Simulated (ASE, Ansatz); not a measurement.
# Structural relaxation of h-AlN/h-BN heterobilayer (142 atoms)

How does h-AlN/h-BN heterobilayer (142 atoms) relax, and what do bonds, charges and levels look like afterwards?

Program: Ansatz 0.2.0. Level of theory: Kohn-Sham DFT, RPBE+D4, PAW (set soft_2), plane waves. Results are calculated unless marked as measured.

## 1. Set-up

The cell holds 142 atoms: 28 Al, 71 N and 43 B. Its edges and angles: a = 16.491 Å, b = 16.491 Å, c = 17.300 Å, α = 90.0°, β = 90.0°, γ = 120.0°. It derives from AlN and BN. 28 cells of h-AlN (a = 3.13 Å, strained -0.43 %) and 43 cells of h-BN (a = 2.504 Å, +0.43 %) on one hexagonal cell, twist 26.70 deg; facing planes 3.3 Å apart; 14 Å of vacuum; displaced by a Gaussian of 0.01 Å. Regions: layer 1, 56 atoms (28 Al and 28 N); layer 2, 86 atoms (43 B and 43 N). Vacuum lies along c.

Limits known from the start: Sampling is at Γ alone, for a cell whose shortest periodic width is 14 Å.

## 2. Relaxation

The atoms are relaxed in the fixed cell, aiming at the force tolerance of the input.

input.yaml reads:

```yaml
crystal:
  lattice:
    - [16.4911, 0.0, 0.0]
    - [-8.24555, 14.28171, 0.0]
    - [0.0, 0.0, 17.3]
  atoms:
    - { symbol: Al, position: [0.09506, 0.61896, 0.4052] }
    - { symbol: "N", position: [0.1187, 0.52278, 0.40493] }
    - { symbol: Al, position: [0.16602, 0.83328, 0.40448] }
    - { symbol: "N", position: [0.19045, 0.73757, 0.40387] }
    - { symbol: Al, position: [0.23725, 0.04598, 0.4057] }
    - { symbol: "N", position: [0.26214, 0.95351, 0.40493] }
    - { symbol: Al, position: [0.09498, 0.11966, 0.40484] }
    - { symbol: "N", position: [0.11901, 0.02292, 0.4054] }
    - { symbol: Al, position: [0.16676, 0.33383, 0.40366] }
    - { symbol: "N", position: [0.18943, 0.23854, 0.40393] }
    - { symbol: Al, position: [0.23787, 0.54721, 0.40515] }
    - { symbol: "N", position: [0.26226, 0.45183, 0.40524] }
    - { symbol: Al, position: [0.31065, 0.76298, 0.40416] }
    - { symbol: "N", position: [0.33395, 0.66675, 0.40366] }
    - { symbol: Al, position: [0.38259, 0.97733, 0.40491] }
    - { symbol: "N", position: [0.40555, 0.8806, 0.40576] }
    - { symbol: Al, position: [0.30911, 0.26016, 0.40493] }
    - { symbol: "N", position: [0.33317, 0.16827, 0.40438] }
    - { symbol: Al, position: [0.38038, 0.47652, 0.40503] }
    - { symbol: "N", position: [0.40399, 0.38037, 0.40484] }
    - { symbol: Al, position: [0.45331, 0.69085, 0.40561] }
    - { symbol: "N", position: [0.47706, 0.59623, 0.40515] }
    - { symbol: Al, position: [0.52408, 0.90461, 0.40445] }
    - { symbol: "N", position: [0.54731, 0.80968, 0.40499] }
    - { symbol: Al, position: [0.45164, 0.18969, 0.40473] }
    - { symbol: "N", position: [0.47821, 0.09686, 0.4047] }
    - { symbol: Al, position: [0.52316, 0.40519, 0.40405] }
    - { symbol: "N", position: [0.54791, 0.30879, 0.40537] }
    - { symbol: Al, position: [0.59615, 0.61956, 0.40467] }
    - { symbol: "N", position: [0.61975, 0.52417, 0.40361] }
    - { symbol: Al, position: [0.66552, 0.83367, 0.40589] }
    - { symbol: "N", position: [0.69086, 0.73922, 0.40386] }
    [... 104 atom lines left out ...]
    - { symbol: B, position: [0.10648, 0.51622, 0.59467] }
    - { symbol: "N", position: [0.06651, 0.4143, 0.5951] }
    - { symbol: B, position: [0.24554, 0.67989, 0.59612] }
    - { symbol: "N", position: [0.20802, 0.57842, 0.59572] }
    - { symbol: B, position: [0.26932, 0.54017, 0.59464] }
    - { symbol: "N", position: [0.23076, 0.43907, 0.59658] }
kpoints:
  mp_grid: { grid: [1, 1, 1] }
hamiltonian:
  xc: rpbe
  dispersion: d4
scf:
  occupations: { method: fermi_dirac, width: 0.05 }
output:
  forces: true
relax:
  f_tol: 0.05
  max_steps: 51
```

Launch:

```bash
> ansatz run input.yaml --threads 4 --pin off --max-ram 8192MiB --backend cpu --events-out ev --progress --plain --runs-dir out
```

Numbers of over 12 decimals in the logs are rounded to 6 here.

The program printed:

```text
Engine: ansatz 0.2.0, x86_64-unknown-linux-gnu
Pseudopotentials: kind: paw
Pseudopotential: Al, paw, valence charge 3, recommended cutoff 420 eV (normal), Al.paw.azcp
Pseudopotential: N, paw, valence charge 5, recommended cutoff 420 eV (normal), N.paw.azcp
Pseudopotential: B, paw, valence charge 3, recommended cutoff 420 eV (normal), B.paw.azcp
[... 5 lines on functional and potentials left out ...]
Crystal: 142 atoms, lattice volume = 4074.515 Å³
Basis set: ecut = 420 eV, 79485 PW (Γ), exchange–correlation on 240×240×240 points (8 copies of the dense FFT grid, shifted against one another)
Bands: 426, of which v1, the nominal top of the filled ones, is band 284 counted from 1 (283 counted from 0)
Symmetry: 1 space group operations
Space group: P1 (ITA 1), of the structure as read, at distance tolerance 1.6e-4 Å
k-points: 1
[... 10 lines on functional and potentials left out ...]
Initial density: superposition of atomic densities (neutral atoms: chi_scale 0, normalization atom), corrected by the library's trained network
Initial wavefunctions: pseudopotential atomic-orbital guess
Functional: x = rpbe, c = pbe(β = 0.066725)
SCF iter   1: F=—  HF=-49459.717622 eV  |F-HF|=—  |Δ(HF+E_count)|=         —  Δρ=3.33e-3  dr2=9.11e-1  ethr=1.77e-3  ⟨swp⟩=12.0  Hψ=3052  notcnv=0  defer=80
preconditioner: auto → Resta (q_TF=auto, 1.965 Å⁻¹)  ε∞=2.2  [insulator: Δε(μ)=3.287 eV  Ē_g=12.873 eV  σ=0.050 eV  W_gap=1.00  n_scr=538 (ndim 8)  ℏωp=13.9 eV  f_vac=0.584  D(μ)=0.00/eV (n_scr^D=0)  ε∞_Penn≈2.2  vacuum switching on, ρ_ref=1.2e-2 e/Å³]
SCF iter   2: F=—  HF=-49459.502869 eV  |F-HF|=—  |Δ(HF+E_count)|=   2.15e-1  Δρ=1.68e-3  dr2=1.38e-1  ethr=1.60e-4  ⟨swp⟩=2.0  Hψ=588  notcnv=0  defer=135
SCF iter   3: F=—  HF=-49459.485809 eV  |F-HF|=—  |Δ(HF+E_count)|=   1.71e-2  Δρ=6.26e-4  dr2=2.91e-2  ethr=2.42e-5  ⟨swp⟩=3.0  Hψ=470  notcnv=0  defer=135
SCF iter   4: F=—  HF=-49459.486437 eV  |F-HF|=—  |Δ(HF+E_count)|=   6.28e-4  Δρ=2.40e-4  dr2=2.53e-3  ethr=5.12e-6  ⟨swp⟩=2.0  Hψ=560  notcnv=0  defer=135
SCF iter   5: F=—  HF=-49459.486838 eV  |F-HF|=—  |Δ(HF+E_count)|=   4.01e-4  Δρ=7.61e-5  dr2=1.46e-4  ethr=4.45e-7  ⟨swp⟩=2.0  Hψ=532  notcnv=0  defer=135
SCF iter   6: F=—  HF=-49459.487067 eV  |F-HF|=—  |Δ(HF+E_count)|=   2.29e-4  Δρ=4.03e-5  dr2=7.19e-5  ethr=2.57e-8  ⟨swp⟩=2.0  Hψ=575  notcnv=0  defer=135
SCF iter   7: F=-49459.487058 eV  HF=-49459.487056 eV  |F-HF|=1.74e-6  |Δ(HF+E_count)|=   1.09e-5  Δρ=8.48e-6  dr2=2.33e-6  ethr=1.10e-8  ⟨swp⟩=4.0  Hψ=1012  notcnv=0
SCF 1 converged in 7 iterations: F = -49459.487058 eV  dr2 = 2.33e-6
  greatest PAW one-centre occupation: 0.802 electrons in one spin orbital (limit 2), on the N atom at site 89 (counted from 0), in its partial waves of l = 0
relax step   1: F+E_penalty+E_count = -49459.48705799 eV  Δ(F+E_penalty+E_count) = +0.000e0 eV  max|allowed force component| = 1.762e0 eV/Å  Δτ_max = 0.0000 Å  (7 SCF iters, dr2 threshold 6.25e-5 eV, accepted)
[...]
relax step   2: F+E_penalty+E_count = -49460.13888161 eV  Δ(F+E_penalty+E_count) = -6.518e-1 eV  max|allowed force component| = 9.171e-1 eV/Å  Δτ_max = 0.1925 Å  (7 SCF iters, dr2 threshold 1.00e-4 eV, accepted)
[...]
relax step   3: F+E_penalty+E_count = -49460.41783167 eV  Δ(F+E_penalty+E_count) = -2.790e-1 eV  max|allowed force component| = 6.619e-1 eV/Å  Δτ_max = 0.0714 Å  (7 SCF iters, dr2 threshold 5.26e-5 eV, accepted)
relax step   4: F+E_penalty+E_count = -49460.47701112 eV  Δ(F+E_penalty+E_count) = -5.918e-2 eV  max|allowed force component| = 1.026e-1 eV/Å  Δτ_max = 0.2000 Å  (7 SCF iters, dr2 threshold 1.00e-4 eV, accepted)
relax step   5: F+E_penalty+E_count = -49460.51351548 eV  Δ(F+E_penalty+E_count) = -3.650e-2 eV  max|allowed force component| = 1.705e-2 eV/Å  Δτ_max = 0.0943 Å  (9 SCF iters, accepted)
relax step   6: F+E_penalty+E_count = -49460.51907497 eV  Δ(F+E_penalty+E_count) = -5.559e-3 eV  max|allowed force component| = 7.828e-2 eV/Å  Δτ_max = 0.0542 Å  (8 SCF iters, accepted)
relax step   7: F+E_penalty+E_count = -49460.52036801 eV  Δ(F+E_penalty+E_count) = -1.293e-3 eV  max|allowed force component| = 6.008e-2 eV/Å  Δτ_max = 0.0201 Å  (8 SCF iters, accepted)
[...]
relax step   8: F+E_penalty+E_count = -49460.52110656 eV  Δ(F+E_penalty+E_count) = -7.386e-4 eV  max|allowed force component| = 1.710e-2 eV/Å  Δτ_max = 0.0254 Å  (8 SCF iters, accepted)
SCF converged after 8 iterations
Free energy (F): -49460.521107 eV
Harris-Foulkes:  -49460.521107 eV  (|F-HF|=3.51e-9)
Internal energy: -49460.521107 eV  (E = F + TS)
E sigma→0 (E₀):  -49460.521107 eV
Fermi energy:    0.360282 eV
--- Per-component energies (eV) ---
  E_band       = -4539.118767
  E_kinetic    = 12252.851921
  E_local      = -188398.537693  (includes V_loc(G=0)·N_el)
  E_nonlocal   = 3974.295987
  E_hartree    = 88549.209660
  E_xc         = -6798.926733
  E_vxc        = -7889.412154  (∫ρ·V_xc dr)
  E_paw        = -25764.637944  (= ΣΔE_a)
  E_vpaw       = -1576.741121  (= ΣTr[D̂ρ^β])
  E_aug_tail   = 0.007036  (compensation charges beyond the density's cutoff)
  E_ewald      = 66778.705564
  E_disp       = -51.252230  (pairwise vdW)
  E_core_change = -2.236676  (= ΣΔE_core)
  E_smearing   = -0.000000  (= −TS)
  E_closure    = -0.000000  (closes the sum)
  Σ components = -49460.521107   (vs F -49460.521107, Δ=0.00e0)
--- Forces (eV/Å), atoms counted from 1 ---
  atom   1  Al     0.00171826    -0.00276235     0.00180170
  atom   2  N     -0.00820186     0.00068724    -0.00012011
  atom   3  Al    -0.00041686     0.00556661     0.00102170
  atom   4  N      0.00385810     0.00020368    -0.00102122
  atom   5  Al     0.00306466     0.01540568    -0.00618107
  atom   6  N      0.00229594    -0.00922680     0.00131578
  atom   7  Al     0.00311328    -0.00629716    -0.00044261
  atom   8  N     -0.00649354     0.00226258     0.00045484
  atom   9  Al    -0.00179433     0.00065029    -0.00402890
  atom  10  N      0.00545819     0.00053424    -0.00068382
  atom  11  Al     0.00671599    -0.00188362    -0.00039459
  atom  12  N     -0.00840833    -0.00048326     0.00088419
  atom  13  Al    -0.00528600    -0.00147771     0.00100012
  atom  14  N      0.00100447     0.00154626     0.00241976
[...]
atom 141  B     -0.00104531     0.00178017    -0.00020872
  atom 142  N     -0.00144796     0.00166042     0.00093915
  max |Σ_I F_I| component: 5.87e-6 eV/Å
--- Relaxed structure (8 steps of the walk, 8 accepted, 0 SCFs on fresh bases) ---
  F+E_penalty+E_count = -49460.52110656 eV   max|allowed force component| = 1.710e-2 eV/Å
  atoms:
    - { symbol: Al, position: [0.095364, 0.618646, 0.409780] }
    - { symbol: N, position: [0.119279, 0.523513, 0.409763] }
    - { symbol: Al, position: [0.166956, 0.833172, 0.411398] }
    - { symbol: N, position: [0.190758, 0.737825, 0.411728] }
[...]
- { symbol: N, position: [0.230330, 0.438784, 0.594528] }
```

Elapsed: 6.4 min, on 4 threads of AMD EPYC 7R43, shared host; peak memory 4.9 GiB; 24 min of CPU time.

The steps of the relaxation:

```
step  energy less that of the first step (eV)  largest force component (eV/Å)
   1                                   0.0000                          1.7619
   2                                  -0.6518                          0.9171
   3                                  -0.9308                          0.6619
   4                                  -0.9900                          0.1026
   5                                  -1.0265                          0.0170
   6                                  -1.0320                          0.0783
   7                                  -1.0333                          0.0601
   8                                  -1.0340                          0.0171
```

The atoms that moved most (Å):

```
atom      dx      dy      dz  length
  N4   0.003   0.004   0.136   0.136
 N48   0.000  -0.020   0.134   0.136
 N62  -0.002   0.020  -0.121   0.123
 Al7   0.017  -0.011   0.121   0.123
Al25   0.011   0.006   0.122   0.122
Al23  -0.001  -0.001   0.121   0.121
 Al3   0.016  -0.002   0.120   0.121
 N54   0.010  -0.020   0.118   0.120
```

The relaxation changed the energy by -7.28 meV/atom, and atoms moved by 0.077 Å r.m.s., 0.14 Å at most.

## 3. Distances and neighbours after relaxation

Normalised to the volume that the atoms fill. g(r), total and by pair (bins of 0.2 Å):

```
r (Å)  total   N-N   N-B  N-Al    B-B  B-Al  Al-Al
 1.40   2.91  0.00  9.60  0.00   0.00  0.00   0.00
 1.60   0.00  0.00  0.00  0.00   0.00  0.00   0.00
 1.80   1.28  0.00  0.00  6.50   0.00  0.00   0.00
 2.00   0.00  0.00  0.00  0.00   0.00  0.00   0.00
 2.20   0.00  0.00  0.00  0.00   0.00  0.00   0.00
 2.40   0.00  0.00  0.00  0.00   0.00  0.00   0.00
 2.60   1.98  3.96  0.00  0.00  10.80  0.00   0.00
 2.80   0.18  0.00  0.60  0.00   0.00  0.00   0.00
 3.00   0.58  0.00  1.85  0.08   0.00  0.00   0.00
 3.20   1.11  1.93  0.25  0.29   0.00  0.63  10.80
 3.40   0.36  0.41  0.27  0.39   0.00  0.82   0.00
 3.60   0.68  0.38  0.30  2.10   0.00  0.70   0.00
 3.80   1.21  0.34  3.12  0.50   0.00  0.68   0.00
 4.00   0.31  0.29  0.26  0.37   0.00  0.69   0.00
 4.20   0.30  0.29  0.25  0.40   0.00  0.62   0.00
 4.40   0.95  1.59  0.26  0.37   3.60  0.55   0.00
 4.60   0.26  0.24  0.22  0.34   0.00  0.58   0.00
 4.80   0.62  0.31  0.20  2.13   0.00  0.57   0.00
 5.00   0.75  1.26  0.22  0.33   2.72  0.51   0.00
 5.20   0.70  0.23  1.71  0.31   0.00  0.57   0.00
 5.40   0.52  0.84  0.20  0.29   0.00  0.43   3.65
 5.60   0.22  0.20  0.18  0.29   0.00  0.47   0.00
 5.80   0.40  0.22  0.79  0.27   0.00  0.45   0.00
 6.00   0.21  0.20  0.18  0.27   0.00  0.42   0.00
 6.20   0.42  0.62  0.16  0.26   0.00  0.47   2.73
 6.40   0.71  0.21  1.22  1.24   0.00  0.37   0.00
 6.60   0.75  1.30  0.14  0.21   3.10  0.47   0.00
 6.80   0.19  0.20  0.17  0.27   0.00  0.31   0.00
```

Bonds by pair of elements; cutoffs follow the first minimum of g(r), held within bounds set by covalent radii, and pairs that aren't listed don't count as bonded:

```
pair A-B  cutoff (Å)  bonds  mean length (Å)  spread (Å)  shortest (Å)  B about A  A about B
     N-B        1.88    129             1.45       0.001          1.45       1.82          3
    N-Al        2.25     84             1.80       0.001          1.80       1.18          3
```

How many atoms have how many bonded neighbours:

```
element  mean   3
     Al     3  28
      B     3  43
      N     3  71
```

Bond angles (no mean is given where the spread exceeds 20°):

```
  angle  count  mean (°)  spread (°)
  N-B-N    129       120         0.2
  B-N-B    129       120         0.3
 N-Al-N     84       120         0.1
Al-N-Al     84       120         0.1
```

With the cutoffs above, all Al atoms have 3, all B atoms have 3 and all N atoms have 3 bonded neighbours. The N-B-N angle averages 120° with a spread of 0.2°.

(Continued in part 2 of 2.)

[Logs are printed without paths, hosts, clocks, repeated set-up lines and the standing remarks that a program may print on its own settings, such as how far it seeks lower states.]

[Hosts, paths, dates, database ids (printed as entryN), source tags and the programs' standing remarks are cut or masked in the printed files.]
